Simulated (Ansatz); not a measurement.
# Mo2NO2 monolayer: following an unstable mode, part 2 of 2

Aim: this structure of Mo2NO2 monolayer is to be tested for unstable modes, and one is followed downhill.

Ansatz 0.2.0; DFT PBEsol, scalar-relativistic, plane waves, PAW; PAW set soft_1.

So far, highest frequency on the path or at a solved wavevector (cm⁻¹): step 2 (phonons on a q mesh) 720. Also lowest frequency on the path (cm⁻¹): step 2 -170.

## (6) Relaxation from the frozen mode

Starting from the lowest point found, all atoms and the cell are let go, so that strain and other modes of the same symmetry can join in.

Input file input.yaml:

```yaml
crystal:
  lattice:
    - [3.1275982884, 0.0, 0.0]
    - [1.0e-10, 5.4171591411, 0.0]
    - [0.0, 0.0, 32.6]
  atoms:
    - { symbol: "N", position: [0.4744212675, 0.5, 0.3067484663] }
    - { symbol: "N", position: [0.0255787325, 0.0, 0.3067484663] }
    - { symbol: Mo, position: [-0.0235733827, 0.3333333333, 0.3385219659] }
    - { symbol: Mo, position: [0.5235733827, 0.8333333333, 0.3385219659] }
    - { symbol: Mo, position: [0.5235733827, 0.1666666667, 0.2749749666] }
    - { symbol: Mo, position: [-0.0235733827, 0.6666666667, 0.2749749666] }
    - { symbol: O, position: [0.4863942353, 0.1666666667, 0.3700275879] }
    - { symbol: O, position: [0.0136057647, 0.6666666667, 0.3700275879] }
    - { symbol: O, position: [0.0136057647, 0.3333333333, 0.2434693446] }
    - { symbol: O, position: [0.4863942353, 0.8333333333, 0.2434693446] }
  periodic: [true, true, false]
kpoints:
  mp_grid: { grid: [12, 8, 1] }
hamiltonian:
  xc: pbesol
  pseudopotentials: { kind: paw, azcp: { folder: soft_1 }, xc_functional: pbe }
scf:
  occupations: { method: methfessel_paxton, width: 0.2 }
output:
  forces: true
  stress: true
  eigenvalues: true
  write_density: true
  write_potential: true
  elf: true
  volumetric_format: npy
relax:
  adjacent_minimum: "off"
  f_tol: 0.002
  max_steps: 120
  cell: { stress_2d_tol: 0.005 }
```

On the command line:

```console
ansatz run input.yaml --threads 8 --pin off --max-ram 16384MiB --backend cpu --events-out ev --progress --plain --runs-dir out
```

Numbers of over 12 decimals in the logs are rounded to 6 here.

What it wrote:

```text
[...]
Crystal: 10 atoms, lattice volume = 552.332 Å³
Basis set: ecut = 420 eV, 10785 PW (Γ), exchange–correlation on 48×80×450 points (8 copies of the dense FFT grid, shifted against one another)
Bands: 55, of which v1, the nominal top of the filled ones, is band 45 counted from 1 (44 counted from 0)
Symmetry: 4 space group operations
[...]
k-points: 35 of 96
[...]
SCF iter   1: F=—  HF=-22608.028813 eV  |F-HF|=—  |Δ(HF+E_count)|=         —  Δρ=9.79e-2  dr2=6.27e1  ethr=3.10e-3  ⟨swp⟩=11.1  Hψ=13012  notcnv=0
[...]
SCF iter  13: F=-22591.679572 eV  HF=-22591.679572 eV  |F-HF|=1.09e-10  |Δ(HF+E_count)|=   5.54e-9  S|Δr|=    0.00e0  Δρ=1.77e-7  dr2=1.55e-10  ethr=1.79e-12  ⟨swp⟩=11.9  Hψ=18204  notcnv=0
SCF 1 converged in 13 iterations: F = -22591.679572 eV  dr2 = 1.55e-10
[...]
relax step   1: F+E_penalty+E_count = -22591.67957173 eV  Δ(F+E_penalty+E_count) = +0.000e0 eV  max|allowed force component| = 1.644e-1 eV/Å  Δτ_max = 0.0000 Å  P = -0.338 N/m  Ω = 552.332 Å³  fix = [c, alpha, beta]  reactions: c +0.000 N/m; alpha +0.000 N/m/rad  (13 SCF iters, dr2 threshold 1.00e-7 eV, accepted)
[... from here on, the SCF cycles and remarks between the steps are left out ...]
relax step   2: F+E_penalty+E_count = -22591.68917368 eV  Δ(F+E_penalty+E_count) = -9.602e-3 eV  max|allowed force component| = 1.238e-1 eV/Å  Δτ_max = 0.0170 Å  P = +0.056 N/m  Ω = 549.248 Å³  energy of the carried Pulay correction = +1.432e-3 eV  fix = [c, alpha, beta]  reactions: c +0.000 N/m; alpha +0.000 N/m/rad  (5 SCF iters, dr2 threshold 1.00e-6 eV, accepted)
relax step   3: F+E_penalty+E_count = -22591.70712153 eV  Δ(F+E_penalty+E_count) = -1.795e-2 eV  max|allowed force component| = 2.203e-1 eV/Å  Δτ_max = 0.0121 Å  P = +0.278 N/m  Ω = 547.434 Å³  energy of the carried Pulay correction = +2.278e-3 eV  fix = [c, alpha, beta]  reactions: c +0.000 N/m; alpha +0.000 N/m/rad  (5 SCF iters, dr2 threshold 1.00e-6 eV, accepted)
relax step   4: F+E_penalty+E_count = -22591.77369538 eV  Δ(F+E_penalty+E_count) = -6.657e-2 eV  max|allowed force component| = 4.831e-1 eV/Å  Δτ_max = 0.0322 Å  P = +0.711 N/m  Ω = 542.559 Å³  energy of the carried Pulay correction = +4.564e-3 eV  fix = [c, alpha, beta]  reactions: c +0.000 N/m; alpha +0.000 N/m/rad  (5 SCF iters, dr2 threshold 1.00e-6 eV, accepted)
relax step   5: F+E_penalty+E_count = -22591.95234524 eV  Δ(F+E_penalty+E_count) = -1.786e-1 eV  max|allowed force component| = 6.398e-1 eV/Å  Δτ_max = 0.0504 Å  P = +1.128 N/m  Ω = 536.264 Å³  energy of the carried Pulay correction = +7.548e-3 eV  fix = [c, alpha, beta]  reactions: c +0.000 N/m; alpha +0.000 N/m/rad  (6 SCF iters, dr2 threshold 1.00e-6 eV, accepted)
relax step   6: F+E_penalty+E_count = -22592.12246012 eV  Δ(F+E_penalty+E_count) = -1.701e-1 eV  max|allowed force component| = 5.849e-1 eV/Å  Δτ_max = 0.0420 Å  P = +1.169 N/m  Ω = 532.229 Å³  energy of the carried Pulay correction = +9.479e-3 eV  fix = [c, alpha, beta]  reactions: c +0.000 N/m; alpha +0.000 N/m/rad  (6 SCF iters, dr2 threshold 1.00e-6 eV, accepted)
relax step   7: F+E_penalty+E_count = -22592.05033998 eV  Δ(F+E_penalty+E_count) = +7.212e-2 eV  max|allowed force component| = 9.367e-1 eV/Å  Δτ_max = 0.1143 Å  P = +0.643 N/m  Ω = 528.761 Å³  energy of the carried Pulay correction = +1.115e-2 eV  fix = [c, alpha, beta]  (6 SCF iters, dr2 threshold 1.00e-6 eV, rejected (line search))
relax step   8: F+E_penalty+E_count = -22592.18773163 eV  Δ(F+E_penalty+E_count) = -6.527e-2 eV  max|allowed force component| = 6.023e-1 eV/Å  Δτ_max = 0.0517 Å  P = +0.672 N/m  Ω = 538.089 Å³  energy of the carried Pulay correction = +6.679e-3 eV  fix = [c, alpha, beta]  reactions: c +0.000 N/m; alpha -0.000 N/m/rad  (13 SCF iters, accepted)
relax step   9: F+E_penalty+E_count = -22592.28877993 eV  Δ(F+E_penalty+E_count) = -1.010e-1 eV  max|allowed force component| = 1.852e-1 eV/Å  Δτ_max = 0.0744 Å  P = -1.085 N/m  Ω = 538.736 Å³  energy of the carried Pulay correction = +6.372e-3 eV  fix = [c, alpha, beta]  reactions: c -0.000 N/m; alpha +0.000 N/m/rad  (6 SCF iters, dr2 threshold 1.00e-6 eV, accepted)
relax step  10: F+E_penalty+E_count = -22592.29867593 eV  Δ(F+E_penalty+E_count) = -9.896e-3 eV  max|allowed force component| = 4.185e-2 eV/Å  Δτ_max = 0.0126 Å  P = +0.526 N/m  Ω = 534.025 Å³  energy of the carried Pulay correction = +8.617e-3 eV  fix = [c, alpha, beta]  reactions: c +0.000 N/m; alpha -0.000 N/m/rad  (5 SCF iters, dr2 threshold 1.00e-6 eV, accepted)
relax step  11: F+E_penalty+E_count = -22592.29896400 eV  Δ(F+E_penalty+E_count) = -2.881e-4 eV  max|allowed force component| = 1.714e-2 eV/Å  Δτ_max = 0.0041 Å  P = -0.096 N/m  Ω = 535.262 Å³  energy of the carried Pulay correction = +8.026e-3 eV  fix = [c, alpha, beta]  reactions: c -0.000 N/m; alpha +0.000 N/m/rad  (5 SCF iters, dr2 threshold 3.58e-7 eV, accepted)
relax step  12: F+E_penalty+E_count = -22592.29899430 eV  Δ(F+E_penalty+E_count) = -3.030e-5 eV  max|allowed force component| = 8.061e-3 eV/Å  Δτ_max = 0.0024 Å  P = -0.007 N/m  Ω = 535.360 Å³  energy of the carried Pulay correction = +7.979e-3 eV  fix = [c, alpha, beta]  reactions: c -0.000 N/m; alpha -0.000 N/m/rad  (5 SCF iters, dr2 threshold 2.11e-8 eV, accepted)
relax step  13: F+E_penalty+E_count = -22592.29906194 eV  Δ(F+E_penalty+E_count) = -6.764e-5 eV  max|allowed force component| = 8.969e-4 eV/Å  Δτ_max = 0.0010 Å  P = -0.001 N/m  Ω = 535.257 Å³  energy of the carried Pulay correction = +8.029e-3 eV  fix = [c, alpha, beta]  reactions: c -0.000 N/m; alpha -0.000 N/m/rad  (5 SCF iters, dr2 threshold 4.06e-9 eV, accepted)
relax step  14: F+E_penalty+E_count = -22592.29905790 eV  Δ(F+E_penalty+E_count) = +4.045e-6 eV  max|allowed force component| = 2.998e-4 eV/Å  Δτ_max = 0.0002 Å  P = +0.001 N/m  Ω = 535.266 Å³  energy of the carried Pulay correction = +8.024e-3 eV  fix = [c, alpha, beta]  reactions: c +0.000 N/m; alpha -0.000 N/m/rad  (5 SCF iters, dr2 threshold 5.41e-11 eV, accepted)
relax step  15: F+E_penalty+E_count = -22592.30682503 eV  Δ(F+E_penalty+E_count) = -7.767e-3 eV  max|allowed force component| = 7.760e-4 eV/Å  Δτ_max = 0.0000 Å  P = +0.079 N/m  Ω = 535.266 Å³  fix = [c, alpha, beta]  reactions: c +0.000 N/m; alpha +0.000 N/m/rad  stress off target by 3.04e-1 N/m on what of the cell is left free  SCF on the basis re-selected at this cell (its energy is not comparable with the rows above)  (10 SCF iters)
relax step  16: F+E_penalty+E_count = -22592.30715442 eV  Δ(F+E_penalty+E_count) = -3.294e-4 eV  max|allowed force component| = 1.553e-2 eV/Å  Δτ_max = 0.0021 Å  P = +0.026 N/m  Ω = 535.179 Å³  energy of the carried Pulay correction = +4.093e-5 eV  fix = [c, alpha, beta]  reactions: c +0.000 N/m; alpha -0.000 N/m/rad  (5 SCF iters, dr2 threshold 1.16e-7 eV, accepted)
relax step  17: F+E_penalty+E_count = -22592.30712894 eV  Δ(F+E_penalty+E_count) = +2.548e-5 eV  max|allowed force component| = 1.001e-2 eV/Å  Δτ_max = 0.0015 Å  P = -0.012 N/m  Ω = 535.291 Å³  energy of the carried Pulay correction = -1.319e-5 eV  fix = [c, alpha, beta]  reactions: c -0.000 N/m; alpha -0.000 N/m/rad  (5 SCF iters, dr2 threshold 1.51e-8 eV, accepted)
relax step  18: F+E_penalty+E_count = -22592.30716267 eV  Δ(F+E_penalty+E_count) = -3.373e-5 eV  max|allowed force component| = 1.335e-3 eV/Å  Δτ_max = 0.0006 Å  P = +0.000 N/m  Ω = 535.252 Å³  energy of the carried Pulay correction = +5.352e-6 eV  fix = [c, alpha, beta]  reactions: c -0.000 N/m; alpha -0.000 N/m/rad  (5 SCF iters, dr2 threshold 6.26e-9 eV, accepted)
relax step  19: F+E_penalty+E_count = -22592.30716225 eV  Δ(F+E_penalty+E_count) = +4.232e-7 eV  max|allowed force component| = 1.352e-3 eV/Å  Δτ_max = 0.0000 Å  P = +0.000 N/m  Ω = 535.252 Å³  fix = [c, alpha, beta]  reactions: c +0.000 N/m; alpha +0.000 N/m/rad  stress off target by 4.27e-3 N/m on what of the cell is left free  SCF on the basis re-selected at this cell (its energy is not comparable with the rows above)  (6 SCF iters)
basis re-selected at this cell: Δ(F+E_penalty+E_count) = +4.232e-7 eV, ΔP = +0.000 N/m vs the last step (what re-selecting the basis moved, of the pressure what is left beyond the Pulay correction that the steps carried, after the strain that the cell walked since its last selection, with what the two solves' SCF thresholds leave and, on support functions, any second-order correction that the steps lacked; it is no m [...]
SCF converged after 6 iterations
[...]
Free energy (F): -22592.307162 eV
[...]
Internal energy: -22592.315164 eV  (E = F + TS)
E sigma→0 (E₀):  -22592.309163 eV
Entropy (-TS):   0.008001 eV (0.800 meV/atom)
Fermi energy:    -5.862049 eV
Step filling:    the computed levels leave a gap of 0.0434 eV = 0.2 smearing widths at the electron count; against every level under it full and every level over it empty, smearing changes F+E_penalty+E_count by +1.522 meV and its σ→0 estimate by -0.478 meV
[...]
--- Forces (eV/Å), atoms counted from 1 ---
  atom   1  N     -0.00135199     0.00000000     0.00000000
  atom   2  N      0.00135199    -0.00000000     0.00000000
  atom   3  Mo     0.00007029    -0.00011290     0.00116862
  atom   4  Mo    -0.00007029    -0.00011290     0.00116862
  atom   5  Mo    -0.00007029     0.00011290    -0.00116862
  atom   6  Mo     0.00007029     0.00011290    -0.00116862
  atom   7  O      0.00061965     0.00015839    -0.00056658
  atom   8  O     -0.00061965     0.00015839    -0.00056658
  atom   9  O     -0.00061965    -0.00015839     0.00056658
  atom  10  O      0.00061965    -0.00015839     0.00056658
  max |Σ_I F_I| component: 4.34e-19 eV/Å
--- 2D stress c σ (N/m, compression-positive) ---
        0.004275      -0.000000       0.000000
       -0.000000      -0.003304      -0.000000
        0.000000      -0.000000       0.000000
  P = ½ c Tr σ = 0.0005 N/m
--- Band table (eV; the first three rows and the last of 35) ---
  k-point 0: bands = [... 41 lower, -8.1844, -7.7570, -7.1305, -6.5047, -5.9820, -5.3260, -4.6898, -4.2763, ... 6 higher]
  k-point 1: bands = [... 41 lower, -8.1069, -7.7764, -7.2901, -6.5931, -5.6852, -5.1968, -4.8758, -4.1609, ... 6 higher]
  k-point 2: bands = [... 41 lower, -7.9792, -7.8598, -7.4365, -6.5751, -5.2764, -5.0626, -4.9575, -4.1435, ... 6 higher]
  k-point 34: bands = [... 41 lower, -8.0881, -6.9444, -6.9444, -5.5177, -5.5177, -5.0982, -5.0982, -4.3509, ... 6 higher]
--- Relaxed structure (17 steps of the walk, 16 accepted, 2 SCFs on fresh bases) ---
  F+E_penalty+E_count = -22592.30716225 eV   max|allowed force component| = 1.352e-3 eV/Å   (the final SCF, on the basis selected at the relaxed cell)
  cell:  # Å, volume = 535.2523 Å³
    - [3.307234, -3.05255650514204e-11, 0]
    - [4.582199829382012e-11, 4.964506, 0]
    - [0, 0, 32.6]
  atoms:
    - { symbol: N, position: [0.444714, 0.500000, 0.30674846626] }
    - { symbol: N, position: [0.055286, 6.097434708939818e-19, 0.30674846626] }
    - { symbol: Mo, position: [-0.061467, 0.351490, 0.340433] }
    - { symbol: Mo, position: [0.561467, 0.851490, 0.340433] }
    - { symbol: Mo, position: [0.561467, 0.148510, 0.273064] }
    - { symbol: Mo, position: [-0.061467, 0.648510, 0.273064] }
    - { symbol: O, position: [0.459450, 0.192317, 0.371871] }
    - { symbol: O, position: [0.040550, 0.692317, 0.371871] }
    - { symbol: O, position: [0.040550, 0.307683, 0.241626] }
    - { symbol: O, position: [0.459450, 0.807683, 0.241626] }
```

It took 4.2 min on 8 threads of Arm Neoverse V2, shared host; peak memory 2.1 GiB; 33 min of CPU time.

Relaxation path:

```tsv
step	energy less that of the first step (eV)	largest force component (eV/Å)	volume (Å³)
1	0.0000	0.1644	552.33
2	-0.0096	0.1238	549.25
3	-0.0275	0.2203	547.43
4	-0.0941	0.4831	542.56
5	-0.2728	0.6398	536.26
6	-0.4429	0.5849	532.23
7	-0.3708	0.9367	528.76
8	-0.5082	0.6023	538.09
9	-0.6092	0.1852	538.74
10	-0.6191	0.0418	534.03
11	-0.6194	0.0171	535.26
12	-0.6194	0.0081	535.36
13	-0.6195	0.0009	535.26
14	-0.6195	0.0003	535.27
15*	-0.6273	0.0008	535.27
16	-0.6276	0.0155	535.18
17	-0.6276	0.0100	535.29
18	-0.6276	0.0013	535.25
19*	-0.6276	0.0014	535.25
```

Relaxation steps marked * repeat the geometry before them on a plane-wave basis chosen anew for their cell, so energy and pressure can jump there. Relaxation step 7 was tried and not accepted.

Forces are held to the 4 operations that the run works with; a distortion that breaks them can't arise in this run.

```tsv
cell as run	before	after	change
a (Å)	3.128	3.307	+5.7 %
b (Å)	5.417	4.965	-8.4 %
```

The atoms that moved most (Å, along periodic axes as changes of fractional coordinates times the final cell, across vacuum about the mean position):

```tsv
atom	dx	dy	dz	length
O7	-0.089	0.127	0.060	0.167
O9	0.089	-0.127	-0.060	0.167
O10	-0.089	-0.127	-0.060	0.167
O8	0.089	0.127	0.060	0.167
Mo5	0.125	-0.090	-0.062	0.166
Mo3	-0.125	0.090	0.062	0.166
Mo6	-0.125	-0.090	-0.062	0.166
Mo4	0.125	0.090	0.062	0.166
```

The relaxed structure:

```cif
data_structure
_symmetry_space_group_name_H-M 'P 1'
_symmetry_Int_Tables_number 1
_cell_length_a 3.3072
_cell_length_b 4.9645
_cell_length_c 32.6000
_cell_angle_alpha 90.000
_cell_angle_beta 90.000
_cell_angle_gamma 90.000
_cell_volume 535.25
loop_
_atom_site_label
_atom_site_type_symbol
_atom_site_fract_x
_atom_site_fract_y
_atom_site_fract_z
_atom_site_occupancy
N1 N 0.44471 0.50000 0.30675 1
N2 N 0.05529 0.00000 0.30675 1
Mo3 Mo 0.93853 0.35149 0.34043 1
Mo4 Mo 0.56147 0.85149 0.34043 1
Mo5 Mo 0.56147 0.14851 0.27306 1
Mo6 Mo 0.93853 0.64851 0.27306 1
O7 O 0.45945 0.19232 0.37187 1
O8 O 0.04055 0.69232 0.37187 1
O9 O 0.04055 0.30768 0.24163 1
O10 O 0.45945 0.80768 0.24163 1
```

This step gave:

```
area per atom : 1.642 Å²
```

Valence density in the bc plane at fractional x = 0.041, with atoms of N and O within 0.2 Å of it. It is the smooth field of the valence electrons, not physical close to the nuclei.

Ten steps, logarithmic in the rise over the least value, from '0' (0.0 e/Å³) to '9' (4.4 e/Å³), each cell a mean:
```
00000000000000
00000000000000
00000000000000
00000000000000
00000000000000
00000000000000
00000000000000
00000000000000
00000000000000
00000000000000
00000000000000
00000000000000
00000000000000
00000000000000
11112224688631
34579986788644
88657765665578
44567767999644
12589863332211
00000000000000
00000000000000
00000000000000
00000000000000
00000000000000
```
Columns run along b (5.0 Å), rows up along c (32.6 Å). Atoms in or near the plane, at fractional coordinates: N at (0.00, 0.31), O at (0.69, 0.37), O at (0.31, 0.24).

Electrostatic potential energy in the bc plane at fractional x = 0.041, with atoms of N and O within 0.2 Å of it. With pseudopotentials it is smooth inside the atoms' cores, unlike the true potential.

Values in eV, 24 rows by 14 columns, each cell a mean:
```
  0   0   0   0   0   0   0   0   0   0   0   0   0   0
  0   0   0   0   0   0   0   0   0   0   0   0   0   0
  0   0   0   0   0   0   0   0   0   0   0   0   0   0
  0   0   0   0   0   0   0   0   0   0   0   0   0   0
  0   0   0   0   0   0   0   0   0   0   0   0   0   0
  0   0   0   0   0   0   0   0   0   0   0   0   0   0
  0   0   0   0   0   0   0   0   0   0   0   0   0   0
  0   0   0   0   0   0   0   0   0   0   0   0   0   0
  0   0   0   0   0   0   0   0   0   0   0   0   0   0
  0   0   0   0   0   0   0   0   0   0   0   0   0   0
  0   0   0   0   0   0   0   0   0   0   0   0   0   0
  0   0   0   0   0   0   0   0   0   0   0   0   0   0
  0   0   0   0   0   0   0   0   0   0   0   0   0   0
  0   0   0   0   0   0   0   0   0   0   0   0   0   0
 -1  -1  -2  -3  -4  -4  -3  -3 -11 -19 -19 -11  -2  -1
 -5  -7 -16 -32 -38 -39 -36 -23 -19 -23 -22 -14  -6  -5
-38 -30 -14 -16 -21 -22 -20 -17 -17 -18 -15 -11 -19 -36
 -8  -6  -7 -15 -19 -17 -17 -33 -41 -42 -40 -27 -12  -8
 -1  -2  -6 -21 -26 -23  -9  -4  -6  -7  -6  -4  -2  -2
  0   0   0   0   0   0   0   0   0   0   0   0   0   0
  0   0   0   0   0   0   0   0   0   0   0   0   0   0
  0   0   0   0   0   0   0   0   0   0   0   0   0   0
  0   0   0   0   0   0   0   0   0   0   0   0   0   0
  0   0   0   0   0   0   0   0   0   0   0   0   0   0
```
Columns run along b (5.0 Å; values clipped at the 3rd and 97th percentile), rows up along c (32.6 Å). Atoms in or near the plane, at fractional coordinates: N at (0.00, 0.31), O at (0.69, 0.37), O at (0.31, 0.24).

ELF in the bc plane at fractional x = 0.041, with atoms of N and O within 0.2 Å of it. It is the smooth field of the valence electrons, not physical close to the nuclei.

Values, 24 rows by 14 columns, each cell a mean:
```
0.00 0.00 0.00 0.00 0.00 0.00 0.00 0.00 0.00 0.00 0.00 0.00 0.00 0.00
0.00 0.00 0.00 0.00 0.00 0.00 0.00 0.00 0.00 0.00 0.00 0.00 0.00 0.00
0.00 0.00 0.00 0.00 0.00 0.00 0.00 0.00 0.00 0.00 0.00 0.00 0.00 0.00
0.00 0.00 0.00 0.00 0.00 0.00 0.00 0.00 0.00 0.00 0.00 0.00 0.00 0.00
0.00 0.00 0.00 0.00 0.00 0.00 0.00 0.00 0.00 0.00 0.00 0.00 0.00 0.00
0.00 0.00 0.00 0.00 0.00 0.00 0.00 0.00 0.00 0.00 0.00 0.00 0.00 0.00
0.00 0.00 0.00 0.00 0.00 0.00 0.00 0.00 0.00 0.00 0.00 0.00 0.00 0.00
0.00 0.00 0.00 0.00 0.00 0.00 0.00 0.00 0.00 0.00 0.00 0.00 0.00 0.00
0.00 0.00 0.00 0.00 0.00 0.00 0.00 0.00 0.00 0.00 0.00 0.00 0.00 0.00
0.00 0.00 0.00 0.00 0.00 0.00 0.00 0.00 0.00 0.00 0.00 0.00 0.00 0.00
0.00 0.00 0.00 0.00 0.00 0.00 0.00 0.00 0.00 0.00 0.00 0.00 0.00 0.00
0.00 0.00 0.00 0.00 0.00 0.00 0.00 0.00 0.00 0.00 0.00 0.00 0.00 0.00
0.00 0.00 0.00 0.00 0.00 0.00 0.00 0.00 0.00 0.00 0.00 0.00 0.00 0.00
0.00 0.00 0.00 0.00 0.00 0.00 0.01 0.03 0.07 0.10 0.10 0.06 0.02 0.00
0.01 0.03 0.05 0.06 0.05 0.05 0.13 0.44 0.69 0.70 0.70 0.66 0.41 0.09
0.23 0.19 0.20 0.44 0.59 0.61 0.52 0.37 0.47 0.50 0.50 0.47 0.33 0.22
0.49 0.70 0.54 0.29 0.31 0.34 0.34 0.30 0.29 0.26 0.22 0.36 0.67 0.62
0.32 0.29 0.35 0.43 0.45 0.44 0.33 0.42 0.64 0.66 0.61 0.35 0.21 0.30
0.03 0.24 0.61 0.74 0.68 0.74 0.67 0.32 0.10 0.09 0.08 0.07 0.05 0.02
0.00 0.01 0.06 0.13 0.17 0.15 0.08 0.03 0.00 0.00 0.00 0.00 0.00 0.00
0.00 0.00 0.00 0.00 0.00 0.00 0.00 0.00 0.00 0.00 0.00 0.00 0.00 0.00
0.00 0.00 0.00 0.00 0.00 0.00 0.00 0.00 0.00 0.00 0.00 0.00 0.00 0.00
0.00 0.00 0.00 0.00 0.00 0.00 0.00 0.00 0.00 0.00 0.00 0.00 0.00 0.00
0.00 0.00 0.00 0.00 0.00 0.00 0.00 0.00 0.00 0.00 0.00 0.00 0.00 0.00
```
Columns run along b (5.0 Å), rows up along c (32.6 Å). Atoms in or near the plane, at fractional coordinates: N at (0.00, 0.31), O at (0.69, 0.37), O at (0.31, 0.24).

The distorted start has space group P2/c; the relaxation ends in P2/c.

## (7) The phases reached

The phases reached along the modes that were followed are set side by side.

Energies are those of the first relaxation, on the mesh of the frozen mode; space group, volume and gap are those of the last relaxation. Phases, by row:

```tsv
mode frozen in	space group	energy from parent (meV/atom)	volume (Å³/atom)	gap on mesh (eV)	lowest zone-centre optical mode (cm⁻¹)	largest shift (Å)
parent	P-3m1	0	55.23	0	–	–
q = (0, -0.5, 0), 133i cm⁻¹	P2_1/m	-51.51	53.42	0	–	0.275
q = (0, -0.5, 0), 43i cm⁻¹	P2/c	-63.92	53.52	0	–	0.231
```

## (8) Results

| Quantity | Value |
| --- | --- |
| unstable mode of the parent | q = (0, -0.5, 0), 43i cm⁻¹ |
| depth at the lowest point sampled | 0.921 meV/atom |
| largest atomic shift at that point | 0.08 Å |
| space group reached (within 0.01 Å) | P2/c |
| energy gained over the parent (first relaxation, on the mesh of the frozen mode) | 63.9 meV/atom |
| area per atom, phase reached | 1.64 Å² |

In words: Along this mode the structure falls into P2/c, 63.9 meV/atom below the parent. At the parent's cell the well is 0.921 meV/atom deep on the steps tried, with its lowest point at a shift of 0.08 Å. Relaxing atoms and cell changes the gain by +63.00 meV/atom against the lowest step (energies at zero smearing). Most of the total comes from this relaxation. The modes of the phase reached were not computed on this path. How so shallow a well moves with the k mesh was not tested. Of the 2 patterns followed to their end from this parent, this one reaches the lowest energy. Each path keeps the symmetry of its pattern, so a lower phase may lie along a pattern not tried. With no gap, or one that is small against the smearing, the frequencies hang on the k mesh and the smearing, most of all near Kohn anomalies. The phonon runs are without spin polarisation, although the cell has an odd electron count. In a sheet or slab the interpolated bending branch near Γ is rough, since the rotational sum rule isn't imposed. The PAW files were made for PBE and serve the other functionals too. A phonon run warned that its eigensolver left some bands unconverged in a pass. The starting cell was built on a prototype and not taken from a measurement.

[Logs are printed without paths, hosts, clocks, repeated set-up lines and the standing remarks that a program may print on its own settings, such as how far it seeks lower states.]

[Hosts, paths, dates, database ids (printed as entryN), source tags and the programs' standing remarks are cut or masked in the printed files.]
